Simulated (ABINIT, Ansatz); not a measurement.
# A GW chain in ABINIT: InF3 (R-3c), part 2 of 3

Aim: the G0W0 gap of InF3 (R-3c) on LDA, step by step.

ABINIT 10.8.3; LDA and many-body steps on it, plane waves. Known limits of the many-body steps: not at the basis limit; exchange with frozen shells missing; no spin-orbit coupling; coarse k mesh.

So far. Step 2 (Ground state): The gap is indirect, with the least direct gap 0.03 eV higher.

## 3. Bands along the symmetry lines

Level of this step: DFT, LDA, plane waves, norm-conserving pseudopotentials (ABINIT).

Levels along a band path, at the cheap level, show where the edges lie and whether the meshes to come will hold them.

run.abi reads:

```
acell 3*1.0 Angstrom
rprim 
  2.602141182914 1.502346912402 4.907506134507
  -2.602141182914 1.502346912402 4.907506134507
  0.000000000000 -3.004693824873 4.907506134486
ntypat 2
znucl 49 9
natom 8
typat 1 1 2 2 2 2 2 2
xred 
  0.500000000000 0.500000000000 0.500000000000
  -0.000000000000 0.000000000000 0.000000000000
  0.395709220000 0.750000000000 0.104290780000
  0.750000000000 0.104290780000 0.395709220000
  0.895709220000 0.604290780000 0.250000000000
  0.250000000000 0.895709220000 0.604290780000
  0.604290780000 0.250000000000 0.895709220000
  0.104290780000 0.395709220000 0.750000000000
pp_dirpath "pseudos"
pseudos "In.upf, F.upf"
ecut 36
iscf -2
irdden 1
kptopt 0
nkpt 31
kpt 
  0.00000000 0.00000000 0.00000000
  0.12500000 0.12500000 0.12500000
  0.25000000 0.25000000 0.25000000
  0.37500000 0.37500000 0.37500000
  0.50000000 0.50000000 0.50000000
  0.56771382 0.43228618 0.50000000
  0.63542764 0.36457236 0.50000000
  0.70314146 0.29685854 0.50000000
  0.77085528 0.22914472 0.50000000
  0.50000000 -0.22914472 0.22914472
  0.50000000 -0.17185854 0.17185854
  0.50000000 -0.11457236 0.11457236
  0.50000000 -0.05728618 0.05728618
  0.50000000 0.00000000 0.00000000
  0.37500000 0.00000000 0.00000000
  0.25000000 0.00000000 0.00000000
  0.12500000 0.00000000 0.00000000
  0.00000000 0.00000000 0.00000000
  0.09114309 -0.09114309 0.00000000
  0.18228618 -0.18228618 0.00000000
  0.27342927 -0.27342927 0.00000000
  0.36457236 -0.36457236 -0.00000000
  0.63542764 0.00000000 0.36457236
  0.60157073 0.00000000 0.39842927
  0.56771382 0.00000000 0.43228618
  0.53385691 0.00000000 0.46614309
  0.50000000 0.00000000 0.50000000
  0.37500000 0.00000000 0.37500000
  0.25000000 0.00000000 0.25000000
  0.12500000 0.00000000 0.12500000
  0.00000000 0.00000000 0.00000000
istwfk *1
nband 41
nbdbuf 2
tolwfr 1e-08
nstep 40
prtwf 0
prtvol 0
indata_prefix "in"
outdata_prefix "out"
tmpdata_prefix "tmp"
```

Command:

```console
> OMP_NUM_THREADS=1 mpirun -n 4 abinit run.abi > log
```

Numbers of over 12 decimals in the logs are rounded to 6 here.

The log of the run:

```text
.Version 10.8.3 of ABINIT. v10.8.2 released Aug 2026.

 Symmetries : space group R-3 c (#167); Bravais hR (rhombohedral)
[... echo of the input left out ...]
== DATASET  1 ==================================================================
-   mpi_nproc: 4, omp_nthreads: 1 (-1 if OMP is not activated)

--- !DatasetInfo
iteration_state: {dtset: 1, }
dimensions: {natom: 8, nkpt: 31, mband: 41, nsppol: 1, nspinor: 1, nspden: 1, mpw: 8034, }
cutoff_energies: {ecut:  36.0, pawecutdg:  -1.0, }
electrons: {nelect:   6.80000000E+01, charge:   0.00000000E+00, occopt:   1.00000000E+00, tsmear:   1.00000000E-02, }

 Real(R)+Recip(G) space primitive vectors, cartesian coordinates (Bohr,Bohr^-1):
 R(1)=  4.9173342  2.8390242  9.2738426  G(1)=  0.1016811  0.0587056  0.0359434
 R(2)= -4.9173342  2.8390242  9.2738426  G(2)= -0.1016811  0.0587056  0.0359434
 R(3)=  0.0000000 -5.6780484  9.2738426  G(3)=  0.0000000 -0.1174112  0.0359434
 Unit cell volume ucvol=  7.7680102E+02 bohr^3
 Angles (23,13,12)=  5.37710328E+01  5.37710328E+01  5.37710328E+01 degrees

 getcut: wavevector=  0.0000  0.0000  0.0000  ngfft=  60  60  60
         ecut(hartree)=     36.000   => boxcut(ratio)=   2.04307

--- Pseudopotential description ------------------------------------------------
- In Generated using ONCVPSP code by D. R. Hamann
- 49.00000  13.00000  180309                  znucl, zion, pspdat
12 -1012 2 -1 1894                            pspcod,pspxc,lmax,lloc,mmax
     nproj     2     2     2
  pspatm : epsatm=   25.24256259
         --- l  ekb(1:nproj) -->
             0    8.133624    1.226031
             1    5.976255    1.015318
             2   -4.092403   -1.250253
 pspatm: atomic psp has been read  and splines computed

- F Generated using ONCVPSP code by D. R. Hamann
-  9.00000   7.00000  201202                  znucl, zion, pspdat
12 -1012 2 -1 824                             pspcod,pspxc,lmax,lloc,mmax
     nproj     2     2     1
  pspatm : epsatm=    4.94580260
         --- l  ekb(1:nproj) -->
[...]
2   -2.364936
 pspatm: atomic psp has been read  and splines computed

--------------------------------------------------------------------------------

================================================================================
 prteigrs : about to open file out_EIG
 Non-SCF case, kpt    1 (  0.00000  0.00000  0.00000), residuals and eigenvalues=
  7.28E-09  5.69E-09  6.05E-09  3.97E-09  9.16E-09  6.87E-09  7.37E-09  6.52E-09
  5.42E-09  8.51E-09  4.25E-09  2.56E-09  5.43E-09  8.06E-09  3.54E-09  6.04E-09
  5.49E-09  2.88E-09  4.25E-09  4.15E-09  6.70E-09  5.61E-09  7.92E-09  4.10E-09
[...]
2.39E-04
 -7.8533E-01 -7.6815E-01 -7.6815E-01 -7.6370E-01 -7.5993E-01 -7.5993E-01
 -4.5445E-01 -4.5445E-01 -4.3668E-01 -4.3668E-01 -4.3601E-01 -4.3066E-01
 -4.3021E-01 -4.3021E-01 -4.0981E-01 -4.0981E-01 -2.4379E-01 -1.6802E-01
[...]
-9.4067E-02 -7.4844E-02 -7.4844E-02 -6.3662E-02 -6.1075E-02 -6.1075E-02
 -5.9246E-02 -5.9246E-02 -5.3962E-02 -5.3962E-02  9.4121E-02  2.9273E-01
  3.2989E-01  3.6995E-01  3.6995E-01  4.0665E-01  4.4078E-01

--- !ResultsGS
iteration_state: {dtset: 1, }
comment   : Summary of ground state results
lattice_vectors:
- [  4.9173342,   2.8390242,   9.2738426, ]
- [ -4.9173342,   2.8390242,   9.2738426, ]
- [  0.0000000,  -5.6780484,   9.2738426, ]
lattice_lengths: [  10.87402,   10.87402,   10.87402, ]
lattice_angles: [ 53.771,  53.771,  53.771, ] # degrees, (23, 13, 12)
lattice_volume:   7.7680102E+02
convergence: {deltae:  0.000E+00, res2:  0.000E+00, residm:  9.959E-09, diffor:  0.000E+00, }
etotal    :  -2.80168680E+02
entropy   :   0.00000000E+00
fermie    :  -5.27797923E-02
cartesian_stress_tensor: null
pressure_GPa: null
xred      :
- [  5.0000E-01,   5.0000E-01,   5.0000E-01, In]
- [  0.0000E+00,   0.0000E+00,   0.0000E+00, In]
- [  3.9571E-01,   7.5000E-01,   1.0429E-01,  F]
- [  7.5000E-01,   1.0429E-01,   3.9571E-01,  F]
- [  8.9571E-01,   6.0429E-01,   2.5000E-01,  F]
- [  2.5000E-01,   8.9571E-01,   6.0429E-01,  F]
- [  6.0429E-01,   2.5000E-01,   8.9571E-01,  F]
- [  1.0429E-01,   3.9571E-01,   7.5000E-01,  F]
cartesian_forces: null
force_length_stats: {min: null, max: null, mean: null, }

 Integrated electronic density in atomic spheres:
 ------------------------------------------------
 Atom  Sphere_radius  Integrated_density
[...]
================================================================================

 ----iterations are completed or convergence reached----

 Mean square residual over all n,k,spin=   57.615E-10; max=  99.591E-10
 reduced coordinates (array xred) for    8 atoms
[...]
0.604290780000      0.250000000000      0.895709220000
       0.104290780000      0.395709220000      0.750000000000

 cartesian coordinates (angstrom) at end:
    1      0.000000    -3.45e-11     7.361259
    2      0.000000     0.000000     0.000000
    3     -0.921915     1.407891     6.134383
[...]
7      0.921915    -1.407891     8.588136
    8     -0.758312    -1.502347     6.134383
 length scales=  1.889726125908  1.889726125908  1.889726125908 bohr
              =  1.000000000000  1.000000000000  1.000000000000 angstroms
 prteigrs : about to open file out_EIG
 Eigenvalues (hartree) for nkpt=  31  k points:
 kpt#   1, nband= 41, wtk=  1.00000, kpt=  0.0000  0.0000  0.0000 (reduced coord)
[...]
kpt#   2, nband= 41, wtk=  1.00000, kpt=  0.1250  0.1250  0.1250 (reduced coord)
[...]
kpt#   3, nband= 41, wtk=  1.00000, kpt=  0.2500  0.2500  0.2500 (reduced coord)
[...]
kpt#  30, nband= 41, wtk=  1.00000, kpt=  0.1250  0.0000  0.1250 (reduced coord)
[...]
0.44434
 kpt#  31, nband= 41, wtk=  1.00000, kpt=  0.0000  0.0000  0.0000 (reduced coord)
[...]
-0.09407   -0.07484   -0.07484   -0.06366   -0.06108   -0.06108   -0.05925   -0.05925
  -0.05396   -0.05396    0.09412    0.29273    0.32989    0.36995    0.36995    0.40665
   0.44078

== END DATASET(S) ==============================================================
================================================================================

 -outvars: echo values of variables after computation  --------
            nband          41
             nkpt          31
          spgroup         167
 [... the other variables as echoed above ...]

 Calculation completed.
```

Wall time 2.3 min (4 MPI ranks of Arm Neoverse N1, shared host); peak memory 0.49 GiB.

This step gave:

```
gap                        : 3.997 eV
k of the valence top       : 0.5, 0, 0.5
k of the conduction bottom : 0, 0, 0
least direct gap           : 4.029 eV
```

The gap is 3.997 eV, as in the run before at this level.

The electronic bands at the labelled points (eV, zero at the top of the highest filled band):

| point | band 31 | band 32 | band 33 | band 34 | band 35 | band 36 | band 37 | band 38 |
| --- | --- | --- | --- | --- | --- | --- | --- | --- |
| Γ | -0.18 | -0.18 | -0.03 | -0.03 | 4.00 | 9.40 | 10.41 | 11.50 |
| halfway | -0.18 | -0.18 | -0.05 | -0.05 | 4.76 | 8.20 | 11.13 | 11.78 |
| T | -0.12 | -0.12 | -0.12 | -0.12 | 6.41 | 6.41 | 11.70 | 11.70 |
| halfway | -0.21 | -0.21 | -0.14 | -0.14 | 6.77 | 6.77 | 10.66 | 10.66 |
| H2 | -0.18 | -0.18 | -0.09 | -0.09 | 7.08 | 7.08 | 10.03 | 10.03 |
| jump to H0 | -0.18 | -0.18 | -0.09 | -0.09 | 7.08 | 7.08 | 10.03 | 10.03 |
| halfway | -0.26 | -0.26 | -0.10 | -0.10 | 6.79 | 6.79 | 10.54 | 10.54 |
| L | -0.26 | -0.26 | -0.13 | -0.13 | 6.60 | 6.60 | 11.01 | 11.01 |
| halfway | -0.28 | -0.27 | -0.11 | -0.05 | 4.87 | 8.38 | 10.94 | 11.02 |
| Γ | -0.18 | -0.18 | -0.03 | -0.03 | 4.00 | 9.40 | 10.41 | 11.50 |
| halfway | -0.23 | -0.19 | -0.16 | -0.03 | 5.18 | 8.19 | 10.45 | 11.31 |
| S0 | -0.22 | -0.18 | -0.14 | -0.03 | 6.84 | 7.22 | 9.89 | 10.62 |
| jump to S2 | -0.22 | -0.18 | -0.14 | -0.03 | 6.84 | 7.22 | 9.89 | 10.62 |
| halfway | -0.21 | -0.19 | -0.16 | -0.01 | 6.60 | 7.81 | 9.70 | 10.49 |
| F | -0.25 | -0.20 | -0.15 | 0.00 | 6.52 | 8.07 | 9.59 | 10.48 |
| halfway | -0.27 | -0.16 | -0.14 | -0.09 | 5.09 | 8.51 | 10.53 | 10.73 |
| Γ | -0.18 | -0.18 | -0.03 | -0.03 | 4.00 | 9.40 | 10.41 | 11.50 |

## 4. Empty states on the mesh, 2×2×2 mesh, 243 bands

The sums over transitions need many empty states on a uniform mesh; this step solves for them.

run.abi reads:

```
acell 3*1.0 Angstrom
rprim 
  2.602141182914 1.502346912402 4.907506134507
  -2.602141182914 1.502346912402 4.907506134507
  0.000000000000 -3.004693824873 4.907506134486
ntypat 2
znucl 49 9
natom 8
typat 1 1 2 2 2 2 2 2
xred 
  0.500000000000 0.500000000000 0.500000000000
  -0.000000000000 0.000000000000 0.000000000000
  0.395709220000 0.750000000000 0.104290780000
  0.750000000000 0.104290780000 0.395709220000
  0.895709220000 0.604290780000 0.250000000000
  0.250000000000 0.895709220000 0.604290780000
  0.604290780000 0.250000000000 0.895709220000
  0.104290780000 0.395709220000 0.750000000000
pp_dirpath "pseudos"
pseudos "In.upf, F.upf"
ecut 36
ngkpt 2 2 2
nshiftk 1
shiftk 0 0 0
kptopt 1
chksymbreak 0
iscf -2
irdden 1
istwfk *1
nband 243
nbdbuf 22
tolwfr 1e-09
nstep 60
prtvol 0
indata_prefix "in"
outdata_prefix "out"
tmpdata_prefix "tmp"
```

The log of the run:

```text
.Version 10.8.3 of ABINIT. v10.8.2 released Aug 2026.

 Symmetries : space group R-3 c (#167); Bravais hR (rhombohedral)
[... echo of the input left out ...]
== DATASET  1 ==================================================================
-   mpi_nproc: 4, omp_nthreads: 1 (-1 if OMP is not activated)

--- !DatasetInfo
iteration_state: {dtset: 1, }
dimensions: {natom: 8, nkpt: 4, mband: 243, nsppol: 1, nspinor: 1, nspden: 1, mpw: 8026, }
cutoff_energies: {ecut:  36.0, pawecutdg:  -1.0, }
electrons: {nelect:   6.80000000E+01, charge:   0.00000000E+00, occopt:   1.00000000E+00, tsmear:   1.00000000E-02, }

 Real(R)+Recip(G) space primitive vectors, cartesian coordinates (Bohr,Bohr^-1):
 R(1)=  4.9173342  2.8390242  9.2738426  G(1)=  0.1016811  0.0587056  0.0359434
 R(2)= -4.9173342  2.8390242  9.2738426  G(2)= -0.1016811  0.0587056  0.0359434
 R(3)=  0.0000000 -5.6780484  9.2738426  G(3)=  0.0000000 -0.1174112  0.0359434
 Unit cell volume ucvol=  7.7680102E+02 bohr^3
 Angles (23,13,12)=  5.37710328E+01  5.37710328E+01  5.37710328E+01 degrees

 getcut: wavevector=  0.0000  0.0000  0.0000  ngfft=  60  60  60
         ecut(hartree)=     36.000   => boxcut(ratio)=   2.04307

--- Pseudopotential description ------------------------------------------------
- In Generated using ONCVPSP code by D. R. Hamann
- 49.00000  13.00000  180309                  znucl, zion, pspdat
12 -1012 2 -1 1894                            pspcod,pspxc,lmax,lloc,mmax
     nproj     2     2     2
  pspatm : epsatm=   25.24256259
         --- l  ekb(1:nproj) -->
             0    8.133624    1.226031
             1    5.976255    1.015318
             2   -4.092403   -1.250253
 pspatm: atomic psp has been read  and splines computed

- F Generated using ONCVPSP code by D. R. Hamann
-  9.00000   7.00000  201202                  znucl, zion, pspdat
12 -1012 2 -1 824                             pspcod,pspxc,lmax,lloc,mmax
     nproj     2     2     1
  pspatm : epsatm=    4.94580260
         --- l  ekb(1:nproj) -->
[...]
2   -2.364936
 pspatm: atomic psp has been read  and splines computed

--------------------------------------------------------------------------------

================================================================================
 prteigrs : about to open file out_EIG
 Non-SCF case, kpt    1 (  0.00000  0.00000  0.00000), residuals and eigenvalues=
  1.69E-10  3.46E-10  5.51E-10  6.08E-10  3.01E-10  5.80E-10  1.41E-10  1.91E-10
  1.11E-10  8.56E-11  8.46E-11  1.18E-10  8.00E-11  1.00E-10  1.65E-10  9.84E-11
  3.94E-10  2.81E-10  9.74E-10  4.85E-10  2.66E-10  7.39E-10  2.49E-10  4.06E-10
[...]
-7.8533E-01 -7.6815E-01 -7.6815E-01 -7.6370E-01 -7.5993E-01 -7.5993E-01
 -4.5445E-01 -4.5445E-01 -4.3668E-01 -4.3668E-01 -4.3601E-01 -4.3066E-01
 -4.3021E-01 -4.3021E-01 -4.0981E-01 -4.0981E-01 -2.4379E-01 -1.6802E-01
[...]
2.9625E+00  2.9752E+00  2.9760E+00  2.9823E+00  2.9977E+00  2.9977E+00
  3.0062E+00  3.0062E+00  3.0136E+00  3.0136E+00  3.0467E+00  3.0468E+00
[...]
prteigrs : prtvol=0 or 1, do not print more k-points.

--- !ResultsGS
iteration_state: {dtset: 1, }
comment   : Summary of ground state results
lattice_vectors:
- [  4.9173342,   2.8390242,   9.2738426, ]
- [ -4.9173342,   2.8390242,   9.2738426, ]
- [  0.0000000,  -5.6780484,   9.2738426, ]
lattice_lengths: [  10.87402,   10.87402,   10.87402, ]
lattice_angles: [ 53.771,  53.771,  53.771, ] # degrees, (23, 13, 12)
lattice_volume:   7.7680102E+02
convergence: {deltae:  0.000E+00, res2:  0.000E+00, residm:  9.994E-10, diffor:  0.000E+00, }
etotal    :  -2.80168680E+02
entropy   :   0.00000000E+00
fermie    :  -5.27797923E-02
cartesian_stress_tensor: null
pressure_GPa: null
xred      :
- [  5.0000E-01,   5.0000E-01,   5.0000E-01, In]
- [  0.0000E+00,   0.0000E+00,   0.0000E+00, In]
- [  3.9571E-01,   7.5000E-01,   1.0429E-01,  F]
- [  7.5000E-01,   1.0429E-01,   3.9571E-01,  F]
- [  8.9571E-01,   6.0429E-01,   2.5000E-01,  F]
- [  2.5000E-01,   8.9571E-01,   6.0429E-01,  F]
- [  6.0429E-01,   2.5000E-01,   8.9571E-01,  F]
- [  1.0429E-01,   3.9571E-01,   7.5000E-01,  F]
cartesian_forces: null
force_length_stats: {min: null, max: null, mean: null, }

 Integrated electronic density in atomic spheres:
 ------------------------------------------------
 Atom  Sphere_radius  Integrated_density
[...]
================================================================================

 ----iterations are completed or convergence reached----

 Mean square residual over all n,k,spin=   43.813E-11; max=  99.940E-11
 reduced coordinates (array xred) for    8 atoms
[...]
0.104290780000      0.395709220000      0.750000000000

 cartesian coordinates (angstrom) at end:
    1      0.000000    -3.45e-11     7.361259
    2      0.000000     0.000000     0.000000
    3     -0.921915     1.407891     6.134383
[...]
7      0.921915    -1.407891     8.588136
    8     -0.758312    -1.502347     6.134383
 length scales=  1.889726125908  1.889726125908  1.889726125908 bohr
              =  1.000000000000  1.000000000000  1.000000000000 angstroms
 prteigrs : about to open file out_EIG
 Eigenvalues (hartree) for nkpt=   4  k points:
 kpt#   1, nband=243, wtk=  0.12500, kpt=  0.0000  0.0000  0.0000 (reduced coord)
[...]
2.92847    2.93169    2.93169    2.96183    2.96248    2.97519    2.97597    2.98234
   2.99770    2.99771    3.00620    3.00620    3.01355    3.01357    3.04671    3.04677
   3.05498    3.05558    3.05599
 prteigrs : prtvol=0 or 1, do not print more k-points.

== END DATASET(S) ==============================================================
================================================================================

 -outvars: echo values of variables after computation  --------
            nband         243
             nkpt           4
          spgroup         167
 [... the other variables as echoed above ...]

 Calculation completed.
```

The job ended after 3 min (4 MPI ranks; peak memory 0.55 GiB; 12 min of CPU time).

Numbers from this step:

- gap: 3.997 eV
- k of the valence top: 0.5, 0.5, 0
- k of the conduction bottom: 0, 0, 0
- least direct gap: 4.029 eV
- k points computed: 4
- lowest point of the top converged band, above the valence top: 78.8983 eV

On this mesh the gap is 3.997 eV.

## 5. Screening, 2×2×2 mesh, 221 bands, screening to 176.9 eV

The RPA dielectric matrix is built and inverted for each q.

This step: RPA screening on LDA, plane waves, norm-conserving pseudopotentials.

Changes to run.abi since step 4:

```diff
@@ -26,10 +26,11 @@
 chksymbreak 0
-iscf -2
-irdden 1
 istwfk *1
-nband 243
-nbdbuf 22
-tolwfr 1e-09
-nstep 60
-prtvol 0
+occopt 1
+irdwfk 1
+optdriver 3
+nband 221
+ecuteps 6.5
+inclvkb 2
+awtr 1
+symchi 1
 indata_prefix "in"
```

The log of the run:

```text
.Version 10.8.3 of ABINIT. v10.8.2 released Aug 2026.

 Symmetries : space group R-3 c (#167); Bravais hR (rhombohedral)
[... echo of the input left out ...]
== DATASET  1 ==================================================================
-   mpi_nproc: 4, omp_nthreads: 1 (-1 if OMP is not activated)

--- !DatasetInfo
iteration_state: {dtset: 1, }
dimensions: {natom: 8, nkpt: 4, mband: 221, nsppol: 1, nspinor: 1, nspden: 1, mpw: 8026, }
cutoff_energies: {ecut:  36.0, pawecutdg:  -1.0, }
electrons: {nelect:   6.80000000E+01, charge:   0.00000000E+00, occopt:   1.00000000E+00, tsmear:   1.00000000E-02, }

 SCREENING: Calculation of the susceptibility and dielectric matrices

 Based on a program developped by R.W. Godby, V. Olevano, G. Onida, and L. Reining.
 Incorporated in ABINIT by V. Olevano, G.-M. Rignanese, and M. Torrent.
.Using double precision arithmetic ; gwpc =  8

[... cell and pseudopotentials left out ...]
--------------------------------------------------------------------------------

 ==== K-mesh for the wavefunctions ====
 Number of points in the irreducible wedge :     4
[... list of points left out ...]
 Together with 12 symmetry operations and time-reversal symmetry
 yields     8 points in the full Brillouin Zone.

 ==== Q-mesh for the screening function ====
 Number of points in the irreducible wedge :     4
[... list of points left out ...]
 Together with 12 symmetry operations and time-reversal symmetry
 yields     8 points in the full Brillouin Zone.

 setmesh: FFT mesh size selected  =    48x   48x   48
          total number of points  =       110592

 vcoul_init : cutoff-mode = AUXILIARY_FUNCTION
 q-points for optical limit:   1
     1)      0.000010    0.000020    0.000030

- screening: taking advantage of time-reversal symmetry
- Maximum band index for partially occupied states nbvw = 34
- Remaining bands to be divided among processors   nbcw = 187
- Number of bands treated by each node ~46

 Number of electrons calculated from density =   68.0000; Expected =   68.0000
 average of density, n =  0.087539
 r_s =    1.3971
 omega_plasma =   28.5401 [eV]

 calculating chi0 at frequencies [eV] :
  1    0.000000E+00    0.000000E+00
  2    0.000000E+00    2.854008E+01

--------------------------------------------------------------------------------
  q-point number  1        q = ( 0.000000, 0.000000, 0.000000) [r.l.u.]
--------------------------------------------------------------------------------
[... chi0 elements left out ...]
 For q-point:  0.000010 0.000020 0.000030
  dielectric constant =   2.4638
  dielectric constant without local fields =   2.6378

  Average fulfillment of the sum rule on Im[epsilon] for q-point    1 :     66.27  [%]
[... wings left out ...]
  q-point number  2        q = ( 0.500000, 0.000000, 0.000000) [r.l.u.]
--------------------------------------------------------------------------------
[... chi0 elements left out ...]
  Average fulfillment of the sum rule on Im[epsilon] for q-point    2 :     73.70  [%]

 [... 2 further q-points ...]
```

Elapsed: 3.6 min, on 4 MPI ranks; peak memory 2.9 GiB.

This step gave:

```yaml
eps_infinity_with_local_fields_on_this_mesh_along_the_program_s_q_direction: 2.464
the_same_without_local_fields: 2.638
plasma_frequency: 28.54 eV
plane_waves_in_the_screening_matrix: 605
```

Local fields lower ε∞ by 7 %. On a Γ-centred mesh this coarse the value itself is usually too large, while a short band sum pulls it down.

(Part 2 of 3 ends here.)

[Paths, hosts, dates, memory and timing lines, banners, echoed tables and standing remarks are left out of the program output.]

[Logs are printed without paths, hosts, clocks, repeated set-up lines and the standing remarks that a program may print on its own settings, such as how far it seeks lower states.]

[Runs of the session that timed out or met a known fault of the program may be left out.]

[Hosts, paths, dates, database ids (printed as entryN), source tags and the programs' standing remarks are cut or masked in the printed files.]

[G0W0 gaps are taken among the corrected bands and points alone; a level outside them can change the order at an edge.]

[Where Ansatz stands beside ABINIT at settings called matched, ABINIT's density can come from a denser mesh and the files from another edition; pairs whose starting gaps differed by over 0.03 eV were left out, so agreement reads better than it is.]
